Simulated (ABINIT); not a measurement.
# Quasiparticle gap of AlGaN2 (P3m1) in ABINIT, part 2 of 3

Wanted: ground state, empty states, screening and self-energy for AlGaN2 (P3m1).

ABINIT 10.8.3; LDA and many-body steps on it, plane waves. Known limits of the many-body steps: not at the basis limit; exchange with frozen shells missing; no spin-orbit coupling; coarse k mesh.

So far. Step 2 (Ground state): The gap is direct, at Γ.

## 3. Bands along the symmetry lines

Level of this step: DFT, LDA, plane waves, norm-conserving pseudopotentials (ABINIT).

Levels along a band path, at the cheap level, show where the edges lie and whether the meshes to come will hold them.

The input, run.abi:

```
acell 3*1.0 Angstrom
rprim 
  3.145282644058 -0.000000000015 0.000000000000
  -1.572641322016 2.723894671844 0.000000000000
  0.000000000000 0.000000000000 5.096893730000
ntypat 3
znucl 13 31 7
natom 4
typat 1 2 3 3
xred 
  0.000000000000 0.000000000000 0.999263770000
  0.666666666667 0.333333333333 0.497174210000
  0.666666666667 0.333333333333 0.111803640000
  0.000000000000 0.000000000000 0.628158390000
pp_dirpath "pseudos"
pseudos "Al.upf, Ga.upf, N.upf"
ecut 36
iscf -2
irdden 1
kptopt 0
nkpt 75
kpt 
  0.00000000 0.00000000 0.00000000
  0.06250000 0.00000000 0.00000000
  0.12500000 0.00000000 0.00000000
  0.18750000 0.00000000 0.00000000
  0.25000000 0.00000000 0.00000000
  0.31250000 0.00000000 0.00000000
  0.37500000 0.00000000 0.00000000
  0.43750000 0.00000000 0.00000000
  0.50000000 0.00000000 0.00000000
  0.47916667 0.04166667 0.00000000
  0.45833333 0.08333333 0.00000000
  0.43750000 0.12500000 0.00000000
  0.41666666 0.16666666 0.00000000
  0.39583333 0.20833333 0.00000000
  0.37500000 0.25000000 0.00000000
  0.35416666 0.29166666 0.00000000
  0.33333333 0.33333333 0.00000000
  0.29166666 0.29166666 0.00000000
  0.25000000 0.25000000 0.00000000
  0.20833333 0.20833333 0.00000000
  0.16666666 0.16666666 0.00000000
  0.12500000 0.12500000 0.00000000
  0.08333333 0.08333333 0.00000000
  0.04166667 0.04166667 0.00000000
  0.00000000 0.00000000 0.00000000
  0.00000000 0.00000000 0.06250000
  0.00000000 0.00000000 0.12500000
  0.00000000 0.00000000 0.18750000
  0.00000000 0.00000000 0.25000000
  0.00000000 0.00000000 0.31250000
  0.00000000 0.00000000 0.37500000
  0.00000000 0.00000000 0.43750000
  0.00000000 0.00000000 0.50000000
  0.06250000 0.00000000 0.50000000
  0.12500000 0.00000000 0.50000000
  0.18750000 0.00000000 0.50000000
  0.25000000 0.00000000 0.50000000
  0.31250000 0.00000000 0.50000000
  0.37500000 0.00000000 0.50000000
  0.43750000 0.00000000 0.50000000
  0.50000000 0.00000000 0.50000000
  0.47916667 0.04166667 0.50000000
  0.45833333 0.08333333 0.50000000
  0.43750000 0.12500000 0.50000000
  0.41666666 0.16666666 0.50000000
  0.39583333 0.20833333 0.50000000
  0.37500000 0.25000000 0.50000000
  0.35416666 0.29166666 0.50000000
  0.33333333 0.33333333 0.50000000
  0.29166666 0.29166666 0.50000000
  0.25000000 0.25000000 0.50000000
  0.20833333 0.20833333 0.50000000
  0.16666666 0.16666666 0.50000000
  0.12500000 0.12500000 0.50000000
  0.08333333 0.08333333 0.50000000
  0.04166667 0.04166667 0.50000000
  0.00000000 0.00000000 0.50000000
  0.50000000 0.00000000 0.50000000
  0.50000000 0.00000000 0.43750000
  0.50000000 0.00000000 0.37500000
  0.50000000 0.00000000 0.31250000
  0.50000000 0.00000000 0.25000000
  0.50000000 0.00000000 0.18750000
  0.50000000 0.00000000 0.12500000
  0.50000000 0.00000000 0.06250000
  0.50000000 0.00000000 0.00000000
  0.33333333 0.33333333 0.50000000
  0.33333333 0.33333333 0.43750000
  0.33333333 0.33333333 0.37500000
  0.33333333 0.33333333 0.31250000
  0.33333333 0.33333333 0.25000000
  0.33333333 0.33333333 0.18750000
  0.33333333 0.33333333 0.12500000
  0.33333333 0.33333333 0.06250000
  0.33333333 0.33333333 0.00000000
istwfk *1
nband 20
nbdbuf 2
tolwfr 1e-08
nstep 40
prtwf 0
prtvol 0
indata_prefix "in"
outdata_prefix "out"
tmpdata_prefix "tmp"
```

Launch:

```
$ OMP_NUM_THREADS=1 mpirun -n 4 abinit run.abi > log
```

Numbers of over 12 decimals in the logs are rounded to 6 here.

The log of the run:

```text
.Version 10.8.3 of ABINIT. v10.8.2 released Aug 2026.

 Symmetries : space group P3 m 1 (#156); Bravais hP (primitive hexag.)
[... echo of the input left out ...]
== DATASET  1 ==================================================================
-   mpi_nproc: 4, omp_nthreads: 1 (-1 if OMP is not activated)

--- !DatasetInfo
iteration_state: {dtset: 1, }
dimensions: {natom: 4, nkpt: 75, mband: 20, nsppol: 1, nspinor: 1, nspden: 1, mpw: 3066, }
cutoff_energies: {ecut:  36.0, pawecutdg:  -1.0, }
electrons: {nelect:   2.60000000E+01, charge:   0.00000000E+00, occopt:   1.00000000E+00, tsmear:   1.00000000E-02, }

 Real(R)+Recip(G) space primitive vectors, cartesian coordinates (Bohr,Bohr^-1):
 R(1)=  5.9437228  0.0000000  0.0000000  G(1)=  0.1682447  0.0971361  0.0000000
 R(2)= -2.9718614  5.1474149  0.0000000  G(2)=  0.0000000  0.1942723  0.0000000
 R(3)=  0.0000000  0.0000000  9.6317332  G(3)=  0.0000000  0.0000000  0.1038235
 Unit cell volume ucvol=  2.9468102E+02 bohr^3
 Angles (23,13,12)=  9.00000000E+01  9.00000000E+01  1.20000000E+02 degrees

 getcut: wavevector=  0.0000  0.0000  0.0000  ngfft=  36  36  54
         ecut(hartree)=     36.000   => boxcut(ratio)=   2.07574

--- Pseudopotential description ------------------------------------------------
- Al Generated using ONCVPSP code by D. R. Hamann
- 13.00000   3.00000  180309                  znucl, zion, pspdat
12 -1012 2 -1 1854                            pspcod,pspxc,lmax,lloc,mmax
     nproj     2     2     2
  pspatm : epsatm=    0.57439143
         --- l  ekb(1:nproj) -->
             0    5.725870    0.726131
             1    6.190420    0.914022
             2   -4.229503   -0.925599
 pspatm: atomic psp has been read  and splines computed

- Ga Generated using ONCVPSP code by D. R. Hamann
- 31.00000  13.00000  180309                  znucl, zion, pspdat
12 -1012 2 -1 1858                            pspcod,pspxc,lmax,lloc,mmax
     nproj     2     2     2
  pspatm : epsatm=   24.58383104
         --- l  ekb(1:nproj) -->
[...]
pspatm: atomic psp has been read  and splines computed

- N Generated using ONCVPSP code by D. R. Hamann
-  7.00000   5.00000  180309                  znucl, zion, pspdat
12 -1012 1 -1 1058                            pspcod,pspxc,lmax,lloc,mmax
     nproj     2     2     0
  pspatm : epsatm=    5.30777321
         --- l  ekb(1:nproj) -->
[...]
pspatm: atomic psp has been read  and splines computed

--------------------------------------------------------------------------------

================================================================================
 prteigrs : about to open file out_EIG
 Non-SCF case, kpt    1 (  0.00000  0.00000  0.00000), residuals and eigenvalues=
  7.79E-09  2.50E-09  1.91E-09  3.33E-09  4.50E-09  9.86E-09  3.61E-09  6.02E-09
  5.44E-09  6.22E-09  4.64E-09  5.79E-09  9.72E-09  3.39E-09  6.26E-09  5.43E-09
[...]
8.70E-09  6.42E-09  9.89E-09  4.21E-05
[...]
6.1112E-01  6.4077E-01
[...]
Non-SCF case, kpt   74 (  0.33333  0.33333  0.06250), residuals and eigenvalues=
[...]
6.0154E-01  6.7109E-01
 Non-SCF case, kpt   75 (  0.33333  0.33333  0.00000), residuals and eigenvalues=
[...]
-2.1596E-01  6.2172E-03  9.2124E-03  4.8602E-02  9.0624E-02  9.9725E-02
  1.0132E-01  3.7774E-01  4.9646E-01  4.9971E-01  5.1695E-01  5.8194E-01
  6.0165E-01  6.7064E-01

--- !ResultsGS
iteration_state: {dtset: 1, }
comment   : Summary of ground state results
lattice_vectors:
- [  5.9437228,  -0.0000000,   0.0000000, ]
- [ -2.9718614,   5.1474149,   0.0000000, ]
- [  0.0000000,   0.0000000,   9.6317332, ]
lattice_lengths: [   5.94372,    5.94372,    9.63173, ]
lattice_angles: [ 90.000,  90.000, 120.000, ] # degrees, (23, 13, 12)
lattice_volume:   2.9468102E+02
convergence: {deltae:  0.000E+00, res2:  0.000E+00, residm:  9.996E-09, diffor:  0.000E+00, }
etotal    :  -9.96157716E+01
entropy   :   0.00000000E+00
fermie    :   1.97749392E-01
cartesian_stress_tensor: null
pressure_GPa: null
xred      :
- [  0.0000E+00,   0.0000E+00,   9.9926E-01, Al]
- [  6.6667E-01,   3.3333E-01,   4.9717E-01, Ga]
- [  6.6667E-01,   3.3333E-01,   1.1180E-01,  N]
- [  0.0000E+00,   0.0000E+00,   6.2816E-01,  N]
cartesian_forces: null
force_length_stats: {min: null, max: null, mean: null, }

 Integrated electronic density in atomic spheres:
 ------------------------------------------------
 Atom  Sphere_radius  Integrated_density
[...]
================================================================================

 ----iterations are completed or convergence reached----

 Mean square residual over all n,k,spin=   55.463E-10; max=  99.958E-10
 reduced coordinates (array xred) for    4 atoms
[...]
0.666666666667      0.333333333333      0.111803640000
       0.000000000000      0.000000000000      0.628158390000

 cartesian coordinates (angstrom) at end:
[...]
length scales=  1.889726125908  1.889726125908  1.889726125908 bohr
              =  1.000000000000  1.000000000000  1.000000000000 angstroms
 prteigrs : about to open file out_EIG
 Eigenvalues (hartree) for nkpt=  75  k points:
 kpt#   1, nband= 20, wtk=  1.00000, kpt=  0.0000  0.0000  0.0000 (reduced coord)
[...]
kpt#   2, nband= 20, wtk=  1.00000, kpt=  0.0625  0.0000  0.0000 (reduced coord)
[...]
kpt#   3, nband= 20, wtk=  1.00000, kpt=  0.1250  0.0000  0.0000 (reduced coord)
[...]
kpt#  74, nband= 20, wtk=  1.00000, kpt=  0.3333  0.3333  0.0625 (reduced coord)
[...]
0.51451    0.57956    0.60154    0.67109
 kpt#  75, nband= 20, wtk=  1.00000, kpt=  0.3333  0.3333  0.0000 (reduced coord)
  -0.33622   -0.30911   -0.28949   -0.28601   -0.28442   -0.24759   -0.21596    0.00622
   0.00921    0.04860    0.09062    0.09973    0.10132    0.37774    0.49646    0.49971
   0.51695    0.58194    0.60165    0.67064

== END DATASET(S) ==============================================================
================================================================================

 -outvars: echo values of variables after computation  --------
            nband          20
             nkpt          75
          spgroup         156
 [... the other variables as echoed above ...]

 Calculation completed.
```

Run time: 21 s. Hardware: 4 MPI ranks of Arm Neoverse V2, shared host; peak memory 0.34 GiB.

Numbers from this step:

```
gap                        : 2.921 eV
k of the valence top       : 0, 0, 0
k of the conduction bottom : 0, 0, 0
least direct gap           : 2.921 eV
```

The gap is 2.921 eV, as in the run before at this level.

Electronic bands along the path, in eV, zero at the top of the highest filled band:

| point | band 10 | band 11 | band 12 | band 13 | band 14 | band 15 | band 16 | band 17 |
| --- | --- | --- | --- | --- | --- | --- | --- | --- |
| Γ | -1.09 | -0.11 | 0.00 | 0.00 | 2.92 | 5.48 | 9.58 | 10.40 |
| halfway | -2.68 | -1.84 | -0.64 | -0.45 | 5.07 | 6.59 | 7.84 | 8.84 |
| M | -3.88 | -2.46 | -2.11 | -0.86 | 5.13 | 5.78 | 6.71 | 9.63 |
| halfway | -3.72 | -3.35 | -2.21 | -1.74 | 5.34 | 6.79 | 7.41 | 9.02 |
| K | -4.06 | -2.92 | -2.67 | -2.62 | 4.90 | 8.13 | 8.22 | 8.69 |
| halfway | -3.53 | -2.08 | -1.01 | -0.78 | 5.69 | 7.16 | 7.62 | 8.34 |
| Γ | -1.09 | -0.11 | 0.00 | 0.00 | 2.92 | 5.48 | 9.58 | 10.40 |
| halfway | -1.00 | -1.00 | -0.10 | -0.10 | 3.92 | 5.61 | 9.22 | 10.38 |
| A | -0.89 | -0.89 | -0.22 | -0.22 | 4.88 | 5.64 | 8.83 | 9.51 |
| halfway | -2.01 | -1.77 | -1.37 | -1.01 | 5.59 | 5.94 | 7.87 | 9.01 |
| L | -1.95 | -1.84 | -1.64 | -1.43 | 4.46 | 5.02 | 7.66 | 8.93 |
| halfway | -3.08 | -2.99 | -1.43 | -1.21 | 5.31 | 5.93 | 7.93 | 8.84 |
| H | -4.22 | -3.97 | -1.30 | -1.11 | 6.48 | 6.87 | 7.19 | 7.56 |
| halfway | -2.14 | -1.89 | -1.65 | -1.48 | 5.87 | 6.23 | 8.14 | 8.75 |
| A | -0.89 | -0.89 | -0.22 | -0.22 | 4.88 | 5.64 | 8.83 | 9.51 |
| jump to L | -1.95 | -1.84 | -1.64 | -1.43 | 4.46 | 5.02 | 7.66 | 8.93 |
| halfway | -3.02 | -2.27 | -1.53 | -1.14 | 4.48 | 5.53 | 7.60 | 9.12 |
| M | -3.88 | -2.46 | -2.11 | -0.86 | 5.13 | 5.78 | 6.71 | 9.63 |
| jump to H | -4.22 | -3.97 | -1.30 | -1.11 | 6.48 | 6.87 | 7.19 | 7.56 |
| halfway | -4.64 | -3.13 | -1.96 | -1.89 | 5.69 | 7.37 | 7.89 | 8.07 |
| K | -4.06 | -2.92 | -2.67 | -2.62 | 4.90 | 8.13 | 8.22 | 8.69 |

## 4. Empty states on the mesh, 3×3×2 mesh, 45 bands

The sums over transitions need many empty states on a uniform mesh; this step solves for them.

The input, run.abi:

```
acell 3*1.0 Angstrom
rprim 
  3.145282644058 -0.000000000015 0.000000000000
  -1.572641322016 2.723894671844 0.000000000000
  0.000000000000 0.000000000000 5.096893730000
ntypat 3
znucl 13 31 7
natom 4
typat 1 2 3 3
xred 
  0.000000000000 0.000000000000 0.999263770000
  0.666666666667 0.333333333333 0.497174210000
  0.666666666667 0.333333333333 0.111803640000
  0.000000000000 0.000000000000 0.628158390000
pp_dirpath "pseudos"
pseudos "Al.upf, Ga.upf, N.upf"
ecut 36
ngkpt 3 3 2
nshiftk 1
shiftk 0 0 0
kptopt 1
chksymbreak 0
iscf -2
irdden 1
istwfk *1
nband 45
nbdbuf 4
tolwfr 1e-09
nstep 60
prtvol 0
indata_prefix "in"
outdata_prefix "out"
tmpdata_prefix "tmp"
```

The log of the run:

```text
.Version 10.8.3 of ABINIT. v10.8.2 released Aug 2026.

 Symmetries : space group P3 m 1 (#156); Bravais hP (primitive hexag.)
[... echo of the input left out ...]
== DATASET  1 ==================================================================
-   mpi_nproc: 4, omp_nthreads: 1 (-1 if OMP is not activated)

--- !DatasetInfo
iteration_state: {dtset: 1, }
dimensions: {natom: 4, nkpt: 6, mband: 45, nsppol: 1, nspinor: 1, nspden: 1, mpw: 3066, }
cutoff_energies: {ecut:  36.0, pawecutdg:  -1.0, }
electrons: {nelect:   2.60000000E+01, charge:   0.00000000E+00, occopt:   1.00000000E+00, tsmear:   1.00000000E-02, }

 Real(R)+Recip(G) space primitive vectors, cartesian coordinates (Bohr,Bohr^-1):
 R(1)=  5.9437228  0.0000000  0.0000000  G(1)=  0.1682447  0.0971361  0.0000000
 R(2)= -2.9718614  5.1474149  0.0000000  G(2)=  0.0000000  0.1942723  0.0000000
 R(3)=  0.0000000  0.0000000  9.6317332  G(3)=  0.0000000  0.0000000  0.1038235
 Unit cell volume ucvol=  2.9468102E+02 bohr^3
 Angles (23,13,12)=  9.00000000E+01  9.00000000E+01  1.20000000E+02 degrees

 getcut: wavevector=  0.0000  0.0000  0.0000  ngfft=  36  36  54
         ecut(hartree)=     36.000   => boxcut(ratio)=   2.07574

--- Pseudopotential description ------------------------------------------------
- Al Generated using ONCVPSP code by D. R. Hamann
- 13.00000   3.00000  180309                  znucl, zion, pspdat
12 -1012 2 -1 1854                            pspcod,pspxc,lmax,lloc,mmax
     nproj     2     2     2
  pspatm : epsatm=    0.57439143
         --- l  ekb(1:nproj) -->
             0    5.725870    0.726131
             1    6.190420    0.914022
             2   -4.229503   -0.925599
 pspatm: atomic psp has been read  and splines computed

- Ga Generated using ONCVPSP code by D. R. Hamann
- 31.00000  13.00000  180309                  znucl, zion, pspdat
12 -1012 2 -1 1858                            pspcod,pspxc,lmax,lloc,mmax
     nproj     2     2     2
  pspatm : epsatm=   24.58383104
         --- l  ekb(1:nproj) -->
[...]
pspatm: atomic psp has been read  and splines computed

- N Generated using ONCVPSP code by D. R. Hamann
-  7.00000   5.00000  180309                  znucl, zion, pspdat
12 -1012 1 -1 1058                            pspcod,pspxc,lmax,lloc,mmax
     nproj     2     2     0
  pspatm : epsatm=    5.30777321
         --- l  ekb(1:nproj) -->
[...]
pspatm: atomic psp has been read  and splines computed

--------------------------------------------------------------------------------

================================================================================
 prteigrs : about to open file out_EIG
 Non-SCF case, kpt    1 (  0.00000  0.00000  0.00000), residuals and eigenvalues=
  8.80E-10  2.22E-10  8.53E-11  3.58E-10  1.87E-10  4.44E-10  3.77E-10  2.16E-10
  2.39E-10  3.47E-10  8.73E-10  2.61E-10  6.26E-10  7.87E-10  7.23E-10  8.41E-10
  1.41E-10  5.95E-10  9.47E-10  2.54E-10  4.64E-10  6.49E-10  1.97E-10  3.57E-10
[...]
7.50E-10  2.96E-08  2.45E-09  9.96E-10  9.50E-08
 -3.7211E-01 -3.2898E-01 -2.9329E-01 -2.9329E-01 -2.8342E-01 -2.8342E-01
 -2.4748E-01 -4.6487E-02  1.5754E-01  1.5754E-01  1.9356E-01  1.9775E-01
  1.9775E-01  3.0510E-01  3.9925E-01  5.4992E-01  5.8010E-01  5.8010E-01
  6.2862E-01  6.4324E-01  6.4324E-01  7.3459E-01  7.4718E-01  7.4718E-01
  8.4156E-01  8.4156E-01  8.7230E-01  9.3739E-01  1.0332E+00  1.0508E+00
  1.0508E+00  1.1996E+00  1.1996E+00  1.2171E+00  1.2984E+00  1.3019E+00
  1.3019E+00  1.4238E+00  1.4238E+00  1.5063E+00  1.5608E+00  1.5608E+00
[...]
prteigrs : prtvol=0 or 1, do not print more k-points.

--- !ResultsGS
iteration_state: {dtset: 1, }
comment   : Summary of ground state results
lattice_vectors:
- [  5.9437228,  -0.0000000,   0.0000000, ]
- [ -2.9718614,   5.1474149,   0.0000000, ]
- [  0.0000000,   0.0000000,   9.6317332, ]
lattice_lengths: [   5.94372,    5.94372,    9.63173, ]
lattice_angles: [ 90.000,  90.000, 120.000, ] # degrees, (23, 13, 12)
lattice_volume:   2.9468102E+02
convergence: {deltae:  0.000E+00, res2:  0.000E+00, residm:  9.976E-10, diffor:  0.000E+00, }
etotal    :  -9.96157716E+01
entropy   :   0.00000000E+00
fermie    :   1.97749392E-01
cartesian_stress_tensor: null
pressure_GPa: null
xred      :
- [  0.0000E+00,   0.0000E+00,   9.9926E-01, Al]
- [  6.6667E-01,   3.3333E-01,   4.9717E-01, Ga]
- [  6.6667E-01,   3.3333E-01,   1.1180E-01,  N]
- [  0.0000E+00,   0.0000E+00,   6.2816E-01,  N]
cartesian_forces: null
force_length_stats: {min: null, max: null, mean: null, }

 Integrated electronic density in atomic spheres:
 ------------------------------------------------
 Atom  Sphere_radius  Integrated_density
[...]
================================================================================

 ----iterations are completed or convergence reached----

 Mean square residual over all n,k,spin=   50.420E-11; max=  99.763E-11
 reduced coordinates (array xred) for    4 atoms
[...]
0.666666666667      0.333333333333      0.111803640000
       0.000000000000      0.000000000000      0.628158390000

 cartesian coordinates (angstrom) at end:
    1      0.000000     0.000000     5.093141
    2      1.572641     0.907965     2.534044
    3      1.572641     0.907965     0.569851
    4      0.000000     0.000000     3.201657
 length scales=  1.889726125908  1.889726125908  1.889726125908 bohr
              =  1.000000000000  1.000000000000  1.000000000000 angstroms
 prteigrs : about to open file out_EIG
 Eigenvalues (hartree) for nkpt=   6  k points:
 kpt#   1, nband= 45, wtk=  0.05556, kpt=  0.0000  0.0000  0.0000 (reduced coord)
[...]
0.84156    0.84156    0.87230    0.93739    1.03317    1.05083    1.05083    1.19959
   1.19959    1.21708    1.29836    1.30187    1.30187    1.42375    1.42375    1.50628
   1.56083    1.56083    1.56406    1.57953    1.57953
 prteigrs : prtvol=0 or 1, do not print more k-points.

== END DATASET(S) ==============================================================
================================================================================

 -outvars: echo values of variables after computation  --------
            nband          45
             nkpt           6
          spgroup         156
 [... the other variables as echoed above ...]

 Calculation completed.
```

Run time: 7.3 s. Hardware: 4 MPI ranks; peak memory 0.28 GiB; 29 s of CPU time.

This step gave:

```yaml
gap: 2.921 eV
k_of_the_valence_top: 0, 0, 0
k_of_the_conduction_bottom: 0, 0, 0
least_direct_gap: 2.921 eV
k_points_computed: 6
lowest_point_of_the_top_converged_band_above_the_valence_top: 33.90 eV
```

On this mesh the gap is 2.921 eV.

[end of part 2 of 3]

[Paths, hosts, dates, memory and timing lines, banners, echoed tables and standing remarks are left out of the program output.]

[Logs are printed without paths, hosts, clocks, repeated set-up lines and the standing remarks that a program may print on its own settings, such as how far it seeks lower states.]

[Runs of the session that timed out or met a known fault of the program may be left out.]

[Hosts, paths, dates, database ids (printed as entryN), source tags and the programs' standing remarks are cut or masked in the printed files.]

[G0W0 gaps are taken among the corrected bands and points alone; a level outside them can change the order at an edge.]

[Where Ansatz stands beside ABINIT at settings called matched, ABINIT's density can come from a denser mesh and the files from another edition; pairs whose starting gaps differed by over 0.03 eV were left out, so agreement reads better than it is.]
